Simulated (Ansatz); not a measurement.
# Br on Mg(0001): change of the work function

Aim: the work function of Mg(0001) at several coverages of Br (fcc site), and the dipole that each adsorbate carries.

Method: plane-wave DFT, PBE, Ansatz PAW, in Ansatz 0.2.0.

### 1. The structure

The cell holds 4 atoms: 4 Mg. Its edges and angles: a = 3.210 Å, b = 3.210 Å, c = 25.820 Å, α = 90.0°, β = 90.0°, γ = 60.0°. Vacuum lies along c.

### 2. The clean slab

The bare slab comes first, as the zero from which every change is counted. The two lowest layers are held at bulk places and the upper ones relax. The dipole correction removes the false field that a one-sided slab makes across the periodic vacuum, so each face gets a flat vacuum level of its own.

Input file input.yaml:

```yaml
crystal:
  lattice:
    - [3.21, 0.0, 0.0]
    - [1.605, 2.7799415461, 0.0]
    - [0.0, 0.0, 25.81956]
  atoms:
    - { symbol: Mg, position: [0.6666666667, 0.6666666667, 0.3485729424] }
    - { symbol: Mg, position: [0.0, 0.0, 0.4495243141] }
    - { symbol: Mg, position: [0.6666666667, 0.6666666667, 0.5504756859] }
    - { symbol: Mg, position: [0.0, 0.0, 0.6514270576] }
kpoints:
  mp_grid: { grid: [12, 12, 1] }
hamiltonian:
  xc: pbe
scf:
  occupations: { method: fermi_dirac, width: 0.1 }
  convergence: { dr2_threshold: 1.0e-08 }
efield:
  axis: 3
  dipole_correction: true
  ramp_position: 0.97
  ramp_width: 0.06
relax:
  f_tol: 0.02
  max_steps: 60
  constraints: [{ sites: [0, 1] }]
output:
  write_potential: true
  write_density: true
  volumetric_format: npy
```

Launch:

```
> ansatz run input.yaml --threads 4 --pin off --max-ram 6144MiB --backend cpu --events-out ev --progress --plain --runs-dir out
```

Numbers of over 12 decimals in the logs are rounded to 6 here.

The log of the run:

```text
Engine: ansatz 0.2.0, aarch64-unknown-linux-gnu
Pseudopotentials: kind: paw
Pseudopotential: Mg, paw, valence charge 10, recommended cutoff 420 eV (normal), Mg.paw.azcp
Functional definition: PBE
  parameter kappa = 0.804
  parameter beta = 0.066725
  exchange = pbe_x(kappa = kappa, mu = beta*pi^2/3)
  correlation = pbe_c(beta = beta)
Crystal: 4 atoms, lattice volume = 230.404 Å³
Basis set: ecut = 420 eV, 4575 PW (Γ), exchange–correlation on 48×48×360 points (8 copies of the dense FFT grid, shifted against one another)
Bands: 24, of which v1, the nominal top of the filled ones, is band 20 counted from 1 (19 counted from 0)
Symmetry: 6 space group operations
k-points: 19 of 144 (time reversal used)
Non-local potential: Mg, projectors of the file, l = 0: 3, l = 1: 2, l = 2: 1
PAW form: soft (Blöchl's): semilocal exchange-correlation on the pseudo side does not see the compensation charge
PAW one-centre angular grid: Mg, 110 points (default); XC on 64 Gauss nodes
Initial density: superposition of atomic densities (neutral atoms: chi_scale 0, normalization atom), corrected by the library's trained network
Initial wavefunctions: pseudopotential atomic-orbital guess
Functional: x = pbe(κ = 0.804, μ = 0.219515), c = pbe(β = 0.066725)
SCF iter   1: F=—  HF=-7694.613554 eV  |F-HF|=—  |Δ(HF+E_count)|=         —  Δρ=7.47e-4  dr2=5.39e-3  ethr=1.77e-3  p=0.000 e·Å  D=2.46e-14 V/Å  ΔV_dip=-0.00 eV  dr2_dipole=1.19e-8  V_vac-E_F(+/−)=3.79/3.79 eV  ⟨swp⟩=8.1  Hψ=2477  notcnv=0
efield: sawtooth ramp at fractional position 0.9700 (set: `efield.ramp_position`, or a place that a band, a saddle search or an elastic batch's reference lends), width 0.0600; the density the first Hamiltonian is built on has a dipole p = 0.000 e·Å; the dipole correction subtracts the counter field D = 2.46e-14 V/Å, which shifts the + side's vacuum level by -0.00 eV against the − side's; the planar-averaged density in the ramp window peaks in size at 1.5e-5 e/Å³
preconditioner: auto → LDOS  [metal: Δε(μ)=0.163 eV  Ē_g=4.548 eV  σ=0.100 eV  W_gap=0.39  n_scr=16 (ndim 8)  ℏωp=6.9 eV  f_vac=0.528  D(μ)=2.23/eV (n_scr^D=10)  β→1.0]
SCF iter   2: F=—  HF=-7694.613895 eV  |F-HF|=—  |Δ(HF+E_count)|=   3.41e-4  Δρ=2.82e-4  dr2=3.90e-4  ethr=1.35e-5  p=0.000 e·Å  D=1.21e-5 V/Å  ΔV_dip=-0.00 eV  dr2_dipole=1.36e-8  V_vac-E_F(+/−)=3.82/3.82 eV  ⟨swp⟩=2.1  Hψ=706  notcnv=0
SCF iter   3: F=—  HF=-7694.613928 eV  |F-HF|=—  |Δ(HF+E_count)|=   3.33e-5  Δρ=9.30e-5  dr2=4.23e-5  ethr=9.74e-7  p=-0.000 e·Å  D=-5.89e-8 V/Å  ΔV_dip=0.00 eV  dr2_dipole=1.59e-10  V_vac-E_F(+/−)=3.80/3.80 eV  ⟨swp⟩=2.3  Hψ=617  notcnv=0
SCF iter   4: F=—  HF=-7694.613952 eV  |F-HF|=—  |Δ(HF+E_count)|=   2.42e-5  Δρ=2.68e-5  dr2=4.91e-6  ethr=1.06e-7  p=-0.000 e·Å  D=-1.81e-7 V/Å  ΔV_dip=0.00 eV  dr2_dipole=5.22e-11  V_vac-E_F(+/−)=3.79/3.79 eV  ⟨swp⟩=2.0  Hψ=527  notcnv=0
SCF iter   5: F=—  HF=-7694.613928 eV  |F-HF|=—  |Δ(HF+E_count)|=   2.42e-5  Δρ=6.90e-6  dr2=4.91e-7  ethr=1.23e-8  p=-0.000 e·Å  D=-1.88e-7 V/Å  ΔV_dip=0.00 eV  dr2_dipole=5.14e-11  V_vac-E_F(+/−)=3.79/3.79 eV  ⟨swp⟩=2.1  Hψ=509  notcnv=0
SCF iter   6: F=—  HF=-7694.613928 eV  |F-HF|=—  |Δ(HF+E_count)|=   2.89e-7  Δρ=1.60e-6  dr2=2.03e-8  ethr=1.23e-9  p=-0.000 e·Å  D=-1.01e-7 V/Å  ΔV_dip=0.00 eV  dr2_dipole=9.73e-13  V_vac-E_F(+/−)=3.79/3.79 eV  ⟨swp⟩=2.0  Hψ=530  notcnv=0
SCF iter   7: F=-7694.613928 eV  HF=-7694.613928 eV  |F-HF|=7.76e-10  |Δ(HF+E_count)|=   7.81e-9  Δρ=3.80e-7  dr2=3.39e-10  ethr=2.50e-11  p=-0.000 e·Å  D=-4.93e-9 V/Å  ΔV_dip=0.00 eV  dr2_dipole=6.25e-13  V_vac-E_F(+/−)=3.79/3.79 eV  ⟨swp⟩=8.7  Hψ=2631  notcnv=0
SCF 1 converged in 7 iterations: F = -7694.613928 eV  dr2 = 3.39e-10
  greatest PAW one-centre occupation: 1.000 electrons in one spin orbital (limit 2), on the Mg atom at site 2 (counted from 0), in its partial waves of l = 0
relax step   1: F+E_penalty+E_count = -7694.61392834 eV  Δ(F+E_penalty+E_count) = +0.000e0 eV  max|allowed force component| = 4.415e-2 eV/Å  Δτ_max = 0.0000 Å  (7 SCF iters, accepted)
Initial density: handed on by an earlier stage of this run
Initial wavefunctions: those handed on with the density
iter 1 solved again at ethr=7.55e-6 eV; its pass at ethr=3.10e-3 eV (dr2=3.02e-3 eV) is discarded
SCF iter   1: F=—  HF=-7694.614720 eV  |F-HF|=—  |Δ(HF+E_count)|=         —  Δρ=2.19e-4  dr2=9.85e-4  ethr=7.55e-6  p=-0.000 e·Å  D=-2.12e-8 V/Å  ΔV_dip=0.00 eV  dr2_dipole=5.18e-5  V_vac-E_F(+/−)=3.79/3.79 eV  ⟨swp⟩=2.3  Hψ=1585  notcnv=0
efield: sawtooth ramp at fractional position 0.9700 (set: `efield.ramp_position`, or a place that a band, a saddle search or an elastic batch's reference lends), width 0.0600; the density the first Hamiltonian is built on has a dipole p = -0.000 e·Å; the dipole correction subtracts the counter field D = -2.12e-8 V/Å, which shifts the + side's vacuum level by +0.00 eV against the − side's; the planar-averaged density in the ramp window peaks in size at 3.7e-7 e/Å³
preconditioner: auto → LDOS  [metal: Δε(μ)=0.173 eV  Ē_g=4.535 eV  σ=0.100 eV  W_gap=0.41  n_scr=16 (ndim 8)  ℏωp=6.9 eV  f_vac=0.529  D(μ)=2.24/eV (n_scr^D=10)  β→1.0]
SCF iter   2: F=—  HF=-7694.614661 eV  |F-HF|=—  |Δ(HF+E_count)|=   5.88e-5  Δρ=7.35e-5  dr2=3.77e-5  ethr=2.46e-6  p=-0.000 e·Å  D=-6.75e-5 V/Å  ΔV_dip=0.00 eV  dr2_dipole=1.71e-6  V_vac-E_F(+/−)=3.79/3.79 eV  ⟨swp⟩=2.0  Hψ=503  notcnv=0
SCF iter   3: F=—  HF=-7694.614689 eV  |F-HF|=—  |Δ(HF+E_count)|=   2.74e-5  Δρ=2.08e-5  dr2=3.89e-6  ethr=9.43e-8  p=0.000 e·Å  D=9.60e-5 V/Å  ΔV_dip=-0.00 eV  dr2_dipole=1.68e-10  V_vac-E_F(+/−)=3.79/3.79 eV  ⟨swp⟩=2.0  Hψ=776  notcnv=0
SCF iter   4: F=—  HF=-7694.614664 eV  |F-HF|=—  |Δ(HF+E_count)|=   2.47e-5  Δρ=5.71e-6  dr2=4.02e-7  ethr=9.72e-9  p=0.000 e·Å  D=1.11e-4 V/Å  ΔV_dip=-0.00 eV  dr2_dipole=1.70e-8  V_vac-E_F(+/−)=3.79/3.79 eV  ⟨swp⟩=2.0  Hψ=522  notcnv=0
SCF iter   5: F=-7694.614664 eV  HF=-7694.614664 eV  |F-HF|=2.86e-9  |Δ(HF+E_count)|=   3.01e-8  Δρ=1.43e-6  dr2=7.86e-9  ethr=2.50e-11  p=0.000 e·Å  D=1.31e-4 V/Å  ΔV_dip=-0.00 eV  dr2_dipole=1.10e-9  V_vac-E_F(+/−)=3.79/3.79 eV  ⟨swp⟩=7.8  Hψ=2950  notcnv=0
SCF 2 converged in 5 iterations: F = -7694.614664 eV  dr2 = 7.86e-9
  greatest PAW one-centre occupation: 1.000 electrons in one spin orbital (limit 2), on the Mg atom at site 1 (counted from 0), in its partial waves of l = 0
relax step   2: F+E_penalty+E_count = -7694.61466413 eV  Δ(F+E_penalty+E_count) = -7.358e-4 eV  max|allowed force component| = 1.544e-2 eV/Å  Δτ_max = 0.0287 Å  (5 SCF iters, accepted)
NSCF: frozen V_eff on 19 k-points
the band table was solved once a step of the walk had ended and its energy, with any forces and stress, was formed, with the checks that follow a solve (2497 applications of the Hamiltonian). They found nothing against the state; the energy, forces and stress were not computed again (output.eigenvalues in the input reference)
WARN: The output density's exchange-correlation potential varies sharply where the density is thin. Do not read a vacuum level from v_tot or v_xc, or from such a field of the output density. On a cell that repeats whose density bears no net charge and no dipole along the vacuum's axis use v_es (v_loc + v_h of the components); under efield.dipole_correction with no amplitude use v_es + v_field, which holds any externa [...]
SCF converged after 5 iterations
Free energy (F): -7694.614664 eV
Harris-Foulkes:  -7694.614664 eV  (|F-HF|=2.86e-9)
Internal energy: -7694.543245 eV  (E = F + TS)
E sigma→0 (E₀):  -7694.578954 eV
Entropy (-TS):   -0.071420 eV (-17.855 meV/atom)
Fermi energy:    0.029478 eV
Dipole field:    D = 0.000172 V/Å  (p = 0.000220 e·Å, saw-weighted, corrected)
Work function:   Φ+ = 3.7873 eV   Φ− = 3.7918 eV
Levels:          The Fermi level and band energies are counted from a zero that moves with the ramp; work functions are not
--- Per-component energies (eV) ---
  E_band       = -1655.090314
  E_kinetic    = 297.500952
  E_local      = -32041.579309  (includes V_loc(G=0)·N_el)
  E_nonlocal   = 383.077104
  E_hartree    = 14982.417487
  E_xc         = -112.093321
  E_vxc        = -144.525410  (∫ρ·V_xc dr)
  E_paw        = -1170.697246  (= ΣΔE_a)
  E_vpaw       = -114.398191  (= ΣTr[D̂ρ^β])
  E_aug_tail   = -0.000015  (compensation charges beyond the density's cutoff)
  E_efield     = 0.000000  (sawtooth field / dipole correction)
  E_vefield    = -0.000058  (∫n·V_field dr)
  E_ewald      = 9966.831103
  E_smearing   = -0.071420  (= −TS)
  E_closure    = 0.000000  (closes the sum)
  Σ components = -7694.614664   (vs F -7694.614664, Δ=0.00e0)
--- Forces (eV/Å), atoms counted from 1 ---
  atom   1  Mg    -0.00000000     0.00000000    -0.04352538
  atom   2  Mg     0.00000000    -0.00000000     0.03942650
  atom   3  Mg    -0.00000000     0.00000000    -0.01135308
  atom   4  Mg     0.00000000    -0.00000000     0.01543567
  max |Σ_I F_I| component: 1.63e-5 eV/Å
--- Band table (eV; the first three rows and the last of 19) ---
  k-point 0: bands = [... 16 lower, -6.5118, -5.7358, -4.4563, -2.7079, -0.9499, 1.2324, 2.8336, 3.6962]
  k-point 1: bands = [... 16 lower, -6.3761, -5.6010, -4.3227, -2.5750, -0.8237, 1.3598, 2.9633, 3.8279]
  k-point 2: bands = [... 16 lower, -5.9704, -5.1979, -3.9232, -2.1781, -0.4451, 1.7374, 3.3475, 4.2198]
  k-point 18: bands = [... 16 lower, -0.2640, -0.2571, -0.2503, 0.4095, 0.4203, 0.4303, 1.5893, 2.1911]
--- Relaxed structure (2 steps of the walk, 2 accepted, 0 SCFs on fresh bases) ---
  F+E_penalty+E_count = -7694.61466413 eV   max|allowed force component| = 1.544e-2 eV/Å
  atoms:
    - { symbol: Mg, position: [0.666667, 0.666667, 0.348573] }
    - { symbol: Mg, position: [0.0, 0.0, 0.449524] }
    - { symbol: Mg, position: [0.666667, 0.666667, 0.550673] }
    - { symbol: Mg, position: [0, 0, 0.652538] }
```

It took 3.6 s on 4 threads of Arm Neoverse V2, shared host; peak memory 0.47 GiB.

Step by step:

```
step  energy less that of the first step (eV)  largest force component (eV/Å)
   1                                   0.0000                          0.0442
   2                                  -0.0007                          0.0154
```

The run keeps the 6 symmetry operations that it works with, so distortions that break them were not tested.

The atoms that moved most (Å):

```
atom     dx     dy     dz  length
 Mg4  0.000  0.000  0.029   0.029
 Mg3  0.000  0.000  0.005   0.005
```

Final coordinates:

```xyz
4
Lattice="3.2100 0.0000 0.0000 1.6050 2.7799 0.0000 0.0000 0.0000 25.8196" Properties=species:S:1:pos:R:3
Mg    3.2100    1.8533    9.0000
Mg    0.0000    0.0000   11.6065
Mg    3.2100    1.8533   14.2181
Mg    0.0000    0.0000   16.8482
```

Numbers from this step:

| Quantity | Value |
| --- | --- |
| energy at zero smearing | -7694.5790 eV |
| work function, upper face | 3.787 eV |
| dipole along the normal | 2.20e-4 e·Å |

Running mean over 2.60652 Å of the planar mean; the ramp of the sawtooth is left out. Electron's electrostatic potential energy less the Fermi level against z:

```
z (Å)  electron's electrostatic potential energy less the Fermi level (eV)
    4                                                                 3.79
    5                                                                 3.78
    6                                                                 3.64
    7                                                                 2.60
    8                                                                -2.09
    9                                                                -4.02
   10                                                                -4.04
   11                                                                -4.01
   12                                                                -3.99
   13                                                                -3.98
   14                                                                -4.00
   15                                                                -3.95
   16                                                                -3.97
   17                                                                -3.95
   18                                                                -1.31
   19                                                                 2.90
   20                                                                 3.68
   21                                                                 3.78
   22                                                                 3.79
```

The relaxation took 2 steps and lowered the energy by 7.4e-4 eV; the largest force on the free atoms ends at 0.015 eV/Å.

The work function of the upper face is 3.79 eV.

(Part 1 of 3 ends here.)

[Logs are printed without paths, hosts, clocks, repeated set-up lines and the standing remarks that a program may print on its own settings, such as how far it seeks lower states.]

[Hosts, paths, dates, database ids (printed as entryN), source tags and the programs' standing remarks are cut or masked in the printed files.]

[Maps of the electrostatic potential energy from Ansatz leave out the sawtooth potential of an applied field or a dipole correction, so their vacuum need not be flat; planar profiles and work functions include it.]
